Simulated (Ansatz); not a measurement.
# Is CdPb in the L10 ordering a stable metal?

The plan: relax CdPb in the L10 ordering, check its phonons, and, if the lattice is stable, compute its Eliashberg function and ρ(T).

Method: DFT PBEsol, scalar-relativistic, plane waves, PAW, in Ansatz 0.2.0.

This is a report of a sequence of runs, with most program output left out.

The structure was built from a prototype and need not be the compound's stable phase.

### Step 1. The structure

It takes space group P4/mmm (No. 123, tetragonal). The conventional cell has a = 3.324 Å, b = 3.324 Å, c = 4.701 Å, α = 90.00°, β = 90.00°, γ = 90.00°. Cd has 4 Cd at 3.32 Å and 8 Pb at 3.32 Å nearest. Nearest to Pb lie 4 Pb at 3.32 Å and 8 Cd at 3.32 Å. Farther neighbours are not listed.

### Step 2. Relaxing cell and atoms

The structure is brought to rest under this functional.

input.yaml reads:

```yaml
crystal:
  lattice:
    - [3.32386, 0.0, 0.0]
    - [0.0, 3.32386, 0.0]
    - [0.0, 0.0, 4.7007]
  atoms:
    - { symbol: Cd, position: [0.0, 0.0, 0.0] }
    - { symbol: Pb, position: [0.5, 0.5, 0.5] }
kpoints:
  mp_grid: { grid: [10, 10, 6] }
hamiltonian:
  xc: pbesol
scf:
  occupations: { method: gaussian, width: 0.1 }
output:
  forces: true
  stress: true
  eigenvalues: true
  write_density: true
  write_potential: true
  elf: true
  volumetric_format: npy
relax:
  adjacent_minimum: "off"
  f_tol: 0.005
  max_steps: 80
  cell: { stress_tol: 0.05 }
```

Run with:

```console
ansatz run input.yaml --threads 4 --pin off --max-ram 8192MiB --backend cpu --events-out ev --progress --plain --runs-dir out
```

Wall time 8 s (4 threads of Arm Neoverse V1, shared host); peak memory 0.42 GiB; 29 s of CPU time.

Relaxation path:

```
step  energy less that of the first step (eV)  largest force component (eV/Å)  pressure (GPa)  volume (Å³)
   1                                   0.0000                          0.0000           -0.02        51.93
   2                                  -0.0102                          0.0000           -0.04        51.89
   3                                  -0.0109                          0.0000            0.16        51.62
   4                                  -0.0128                          0.0000           -0.09        51.89
   5                                  -0.0129                          0.0000            0.00        51.80
  6*                                  -0.0128                          0.0000            0.00        51.80
```

Relaxation steps marked * repeat the geometry before them on a plane-wave basis chosen anew for their cell, so energy and pressure can jump there.

The run keeps the 16 symmetry operations that it works with, so distortions that break them were not tested.

```
conventional cell, symmetrised  before  after  change
                         a (Å)   3.324  3.376  +1.6 %
                         b (Å)   3.324  3.376  +1.6 %
                         c (Å)   4.701  4.545  -3.3 %
              volume (Å³/atom)   25.97  25.90  -0.3 %
```

Final coordinates:

```
Cd Pb
1.0
     3.37608    0.00000    0.00000
     0.00000    3.37608    0.00000
     0.00000    0.00000    4.54464
Cd Pb
1 1
Direct
  0.00000 0.00000 0.00000
  0.50000 0.50000 0.50000
```

This step gave:

| Quantity | Value |
| --- | --- |
| pressure | -1.69e-4 GPa |
| volume per atom | 25.90 Å³ |
| metallic on mesh | yes |
| gap on the k-mesh | 0 eV |

Electrostatic potential energy in the ac plane at fractional y = 0.500, with atoms of Pb within 0.2 Å of it. With pseudopotentials it is smooth inside the atoms' cores, unlike the true potential.

Values in eV, 18 rows by 14 columns, each cell a mean:
```
 14  14  14  15  15  15  15  15  15  15  15  15  14  14
 14  14  14  15  15  15  15  15  15  15  15  15  14  14
 15  14  14  14  14  14  13  13  13  14  14  14  14  14
 15  14  14  13  12  11  10   9  10  11  12  13  14  15
 14  14  13  11   8   3  -2  -4  -2   4   9  11  13  14
 14  13  11   8  -2 -15 -22 -24 -22 -13   0   8  12  13
 13  12   9   1 -17 -29 -29 -28 -29 -27 -13   3  10  13
 13  11   7  -8 -27 -28 -20 -17 -22 -29 -24  -5   8  12
 12  11   6 -11 -29 -25 -15 -11 -16 -27 -26  -8   7  11
 13  11   6  -9 -28 -27 -19 -15 -20 -29 -25  -6   7  12
 13  12   9  -2 -21 -30 -28 -26 -28 -29 -17   1   9  12
 14  13  11   7  -4 -19 -26 -27 -25 -16  -2   8  11  13
 14  14  13  11   7   0  -6  -8  -5   2   8  11  13  14
 15  14  14  13  11   9   8   7   8  10  12  13  14  14
 15  15  14  14  14  13  13  12  13  13  14  14  14  15
 14  14  14  15  15  15  14  14  14  15  15  15  14  14
 14  14  14  15  15  15  15  15  15  15  15  15  14  14
 14  14  14  15  15  15  15  15  15  15  15  15  14  14
```
Columns run along a (3.4 Å; values clipped at the 3rd and 97th percentile), rows up along c (4.5 Å). Atoms in or near the plane, at fractional coordinates: Pb at (0.50, 0.50).

ELF in the ac plane at fractional y = 0.500, with atoms of Pb within 0.2 Å of it. It is the smooth field of the valence electrons, not physical close to the nuclei.

Ten even steps from '0' (0.00) to '9' (0.41), each cell a mean:
```
44444332222334444
55444433333344445
55555555555555555
55556677777766555
55667889999887665
55678999889998765
55789985445899875
45789841001489875
45789720000279875
45789840000489875
55789974224799875
55678999889998765
55677889999887765
55566778888776655
55555556666555555
55544444334444455
44444332222334444
44444332222334444
```
Columns run along a (3.4 Å), rows up along c (4.5 Å). Atoms in or near the plane, at fractional coordinates: Pb at (0.50, 0.50).

Valence density in the ac plane at fractional y = 0.500, with atoms of Pb within 0.2 Å of it. It is the smooth field of the valence electrons, not physical close to the nuclei.

Ten steps, logarithmic in the rise over the least value, from '_' (0.1 e/Å³) to '@' (9.2 e/Å³), each cell a mean:
```
....____________________________..
__________________________________
____________............__________
______........::::::::........____
____....::::----====----::::....__
__....::--==++++****++++==--::....
......::==++**##%%%%##**++==::....
....::--==**##%%@@@@%%##**==--::..
....::--++**%%@@@@@@@@%%**++--::..
....::--==**%%@@@@@@@@%%**==--::..
....::--==++##%%%%%%%%##++==--::..
......::--==++********++==--::....
____....::::--========--::::....__
______......::::::::::::......____
__________................________
__________________________________
....____________________________..
....____________________________..
```
Columns run along a (3.4 Å), rows up along c (4.5 Å). Atoms in or near the plane, at fractional coordinates: Pb at (0.50, 0.50).

The largest force is now zero by symmetry and the largest stress component 0.0013 GPa.

### Step 3. Relaxing tightly for phonons

No force is left; the cell is relaxed once more with another smearing and tight thresholds.

input.yaml reads:

```yaml
crystal:
  lattice:
    - [3.3760847548, 0.0, 0.0]
    - [0.0, 3.3760847548, 0.0]
    - [0.0, 0.0, 4.5446357785]
  atoms:
    - { symbol: Cd, position: [0.0, 0.0, 0.0] }
    - { symbol: Pb, position: [0.5, 0.5, 0.5] }
kpoints:
  mp_grid: { grid: [10, 10, 6] }
hamiltonian:
  xc: pbesol
scf:
  occupations: { method: methfessel_paxton, width: 0.2 }
output:
  forces: true
  stress: true
  eigenvalues: true
relax:
  adjacent_minimum: "off"
  f_tol: 0.001
  max_steps: 60
  cell: { stress_tol: 0.01 }
```

It took 4 s on 4 threads; peak memory 0.42 GiB; 14 s of CPU time.

Little changed from the start: no atom moved by 0.005 Å and no cell edge by 0.1 %.

This step gave:

- pressure: 0.002927 GPa
- volume per atom: 25.89 Å³

The largest force is now zero by symmetry and the largest stress component 0.0033 GPa, small enough for phonons.

### Step 4. Lattice stability: q 2×2×2, k 6×6×4

Couplings are defined for a stable lattice alone, so phonons come first.

input.yaml reads:

```yaml
crystal:
  lattice:
    - [3.3757996025, 0.0, 0.0]
    - [0.0, 3.3757996025, 0.0]
    - [0.0, 0.0, 4.5439417771]
  atoms:
    - { symbol: Cd, position: [0.0, 0.0, 0.0] }
    - { symbol: Pb, position: [0.5, 0.5, 0.5] }
kpoints:
  mp_grid: { grid: [6, 6, 4] }
hamiltonian:
  xc: pbesol
scf:
  occupations: { method: methfessel_paxton, width: 0.2 }
output:
  eigenvalues: true
phonons:
  method: dfpt
  qmesh: [2, 2, 2]
  temperatures: { t_max: 1000, t_step: 50 }
  qpath:
    path:
      - [[0.0, 0.0, 0.0], [0.0, 0.5, 0.0], [0.5, 0.5, 0.0], [0.0, 0.0, 0.0], [0.0, 0.0, 0.5], [0.0, 0.5, 0.5], [0.5, 0.5, 0.5], [0.0, 0.0, 0.5]]
      - [[0.0, 0.5, 0.0], [0.0, 0.5, 0.5]]
      - [[0.5, 0.5, 0.0], [0.5, 0.5, 0.5]]
    npoints: 10
```

It took 35 s on 4 threads; peak memory 0.53 GiB; 2.2 min of CPU time.

This step gave:

- share of imaginary modes in the plain interpolation between solved wavevectors: 0.0642
- highest frequency, solved or plainly interpolated: 108.2 cm⁻¹

Solved on the 2×2×2 mesh alone; all other wavevectors are interpolated. Phonon branches along the path, in cm⁻¹:

```
    point  branch 1  branch 2  branch 3  branch 4  branch 5  branch 6
        Γ         0         0         0        60        60        94
  halfway        12        13        55        57        76        86
        X        19        20        50        77        77        92
  halfway        32        36        50        74        80        87
        M        40        40        42        70        87        87
  halfway        23        37        56        66        78        81
        Γ         0         0         0        60        60        94
  halfway        11        11        39        54        54        94
        Z        18        18        47        47        55        93
  halfway         9        13        42        46        77        97
        R       -30         4        35        48        87       108
  halfway       -19        49        52        54        79        96
        A        22        68        68        70        70        72
  halfway       -20        35        56        58        74        92
        Z        18        18        47        47        55        93
jump to X        19        20        50        77        77        92
  halfway       -17        14        43        60        82       103
        R       -30         4        35        48        87       108
jump to M        40        40        42        70        87        87
  halfway        34        51        51        71        82        82
        A        22        68        68        70        70        72
```

Lowest modes at the softest wavevector of the mesh. The modes at q = (0.000, 0.500, 0.500) (shares of kinetic energy by element, %) (negative means imaginary):

```
mode  frequency (cm⁻¹)  Cd %  Pb %
   1             -30.3    35    65
   2               4.5     0   100
   3              34.9   100     0
   4              47.6    61    39
   5              87.2    65    35
   6             108.2    39    61
```

Displacements in mode 1 (-30.3 cm⁻¹), the largest set to 1, in the home cell:
```
Cd1  0.00 -0.99  0.00
Pb2  0.00  0.00 -1.00
```

Displacements in mode 6 (108.2 cm⁻¹), the largest set to 1, in the home cell:
```
Cd1  0.00  0.00  1.00
Pb2  0.00 -0.92  0.00
```

Among the solved wavevectors the lowest mode, translations apart, is -30.3 cm⁻¹, imaginary.

### Step 5. Phonons: q 2×2×2, k 6×6×6

An imaginary mode on so few k-points may come from the sampling, so the phonons are repeated with another k mesh.

Changes to input.yaml since step 4:

```diff
@@ -9,3 +9,3 @@
 kpoints:
-  mp_grid: { grid: [6, 6, 4] }
+  mp_grid: { grid: [6, 6, 6] }
 hamiltonian:
```

The mesh is denser.

Elapsed: 45 s, on 4 threads; peak memory 0.58 GiB.

Numbers from this step:

* share of imaginary modes in the plain interpolation between solved wavevectors: 0.0046
* highest frequency, solved or plainly interpolated: 109.8 cm⁻¹

Solved on the 2×2×2 mesh alone; all other wavevectors are interpolated. Phonon branches along the path, in cm⁻¹:

```
    point  branch 1  branch 2  branch 3  branch 4  branch 5  branch 6
        Γ         0         0         0        51        51        96
  halfway        21        29        50        60        74        89
        X        30        46        48        77        82        94
  halfway        44        48        48        72        84        92
        M        42        42        50        66        92        92
  halfway        37        41        54        71        79        82
        Γ         0         0         0        51        51        96
  halfway        10        10        41        50        50        93
        Z         8         8        49        49        63        87
  halfway        22        27        46        47        76        94
        R       -20        30        43        51        84       110
  halfway        25        55        57        59        79        98
        A        46        71        71        72        72        76
  halfway        22        40        59        62        75        91
        Z         8         8        49        49        63        87
jump to X        30        46        48        77        82        94
  halfway        29        30        46        62        83       104
        R       -20        30        43        51        84       110
jump to M        42        42        50        66        92        92
  halfway        48        53        53        71        87        87
        A        46        71        71        72        72        76
```

Lowest modes at the softest wavevector of the mesh. The modes at q = (0.500, 0.000, 0.500) (shares of kinetic energy by element, %) (negative means imaginary):

```
mode  frequency (cm⁻¹)  Cd %  Pb %
   1             -19.7    34    66
   2              30.3     0   100
   3              43.4   100     0
   4              51.0    67    33
   5              84.1    66    34
   6             109.8    33    67
```

Displacements in mode 1 (-19.7 cm⁻¹), the largest set to 1, in the home cell:
```
Cd1 -0.98  0.00  0.00
Pb2  0.00  0.00 -1.00
```

Displacements in mode 6 (109.8 cm⁻¹), the largest set to 1, in the home cell:
```
Cd1  0.00  0.00  0.95
Pb2 -1.00  0.00  0.00
```

The modes has structure finer than the step of the table below, so its rows give means over 5 cm⁻¹, whole bins alone (the curve runs from -28.3 to 123 cm⁻¹). Peaks (cm⁻¹: height): Cd 49.6: 0.0989, 72.4: 0.0541, 90.4: 0.0497; Pb 30.6: 0.0519, 50.5: 0.0534, 91.4: 0.0431.

Phonopy on the run's constants, 17x17x13 mesh, Gaussian sigma 2.0 cm⁻¹. Table of modes by wavenumber; means over each step; values in 1/cm⁻¹/cell:

```
wavenumber (cm⁻¹)       Cd       Pb
              -25   4.4e-6   5.8e-6
              -20   2.0e-4   3.8e-4
              -15   5.3e-4  0.00101
              -10   5.5e-4  0.00111
               -5   5.0e-4  0.00102
                0   1.7e-4   3.4e-4
                5   8.6e-4  0.00199
               10  0.00272  0.00762
               15  0.00513   0.0152
               20   0.0112   0.0284
               25   0.0153   0.0403
               30   0.0136   0.0503
               35   0.0124   0.0452
               40   0.0172   0.0454
               45   0.0545   0.0492
               50   0.0897   0.0514
               55   0.0450   0.0327
               60   0.0288   0.0218
               65   0.0311   0.0209
               70   0.0485   0.0234
               75   0.0516   0.0245
               80   0.0508   0.0238
               85   0.0347   0.0236
               90   0.0452   0.0390
               95   0.0256   0.0277
              100  0.00873   0.0137
              105  0.00432  0.00783
              110  0.00108  0.00209
              115   2.7e-5   5.5e-5
              120        0        0
```

No LO-TO term; unit eigenvectors of the mass-weighted matrix. The modes at Γ (shares of kinetic energy by element, %):

```
mode  frequency (cm⁻¹)  symmetry  Cd %  Pb %
   1               0.0   unnamed    35    65
   2               0.0   unnamed    35    65
   3               0.0   unnamed    35    65
   4              51.4        Eu    65    35
   5              51.4        Eu    65    35
   6              96.1       A2u    65    35
```

Displacements in mode 4 (51.4 cm⁻¹), the largest set to 1:
```
Cd1  0.00  1.00  0.00
Pb2  0.00 -0.54  0.00
```

Displacements in mode 6 (96.1 cm⁻¹), the largest set to 1:
```
Cd1  0.00  0.00  1.00
Pb2  0.00  0.00 -0.54
```

Among the solved wavevectors the lowest mode, translations apart, is -19.7 cm⁻¹, imaginary.

### Step 6. What came out

```yaml
phonon_run_of_the_rows_without_a_label_of_their_own: PBEsol, q 2×2×2, k 6×6×6
softest_mode_on_the_q_mesh: -19.7 cm⁻¹ at q = (0.5, 0, 0.5)
highest_frequency_solved_or_plainly_interpolated: 110 cm⁻¹
```

**Reading.** The lattice is dynamically unstable at this level: a mode at q = (0.5, 0, 0.5) is imaginary, 19.7i cm⁻¹, so no harmonic coupling constant or resistivity is defined for this structure. These meshes are coarse, and single modes of a metal can move by tens of cm⁻¹ with the k mesh. The mode is weak and these meshes are coarse, so a denser k mesh or another smearing could remove it. Spin–orbit coupling, left out here, matters for Pb. The structure was built by hand as an ordered model, and its stability against other phases was not tested.

[Logs are printed without paths, hosts, clocks, repeated set-up lines and the standing remarks that a program may print on its own settings, such as how far it seeks lower states.]

[Hosts, paths, dates, database ids (printed as entryN), source tags and the programs' standing remarks are cut or masked in the printed files.]
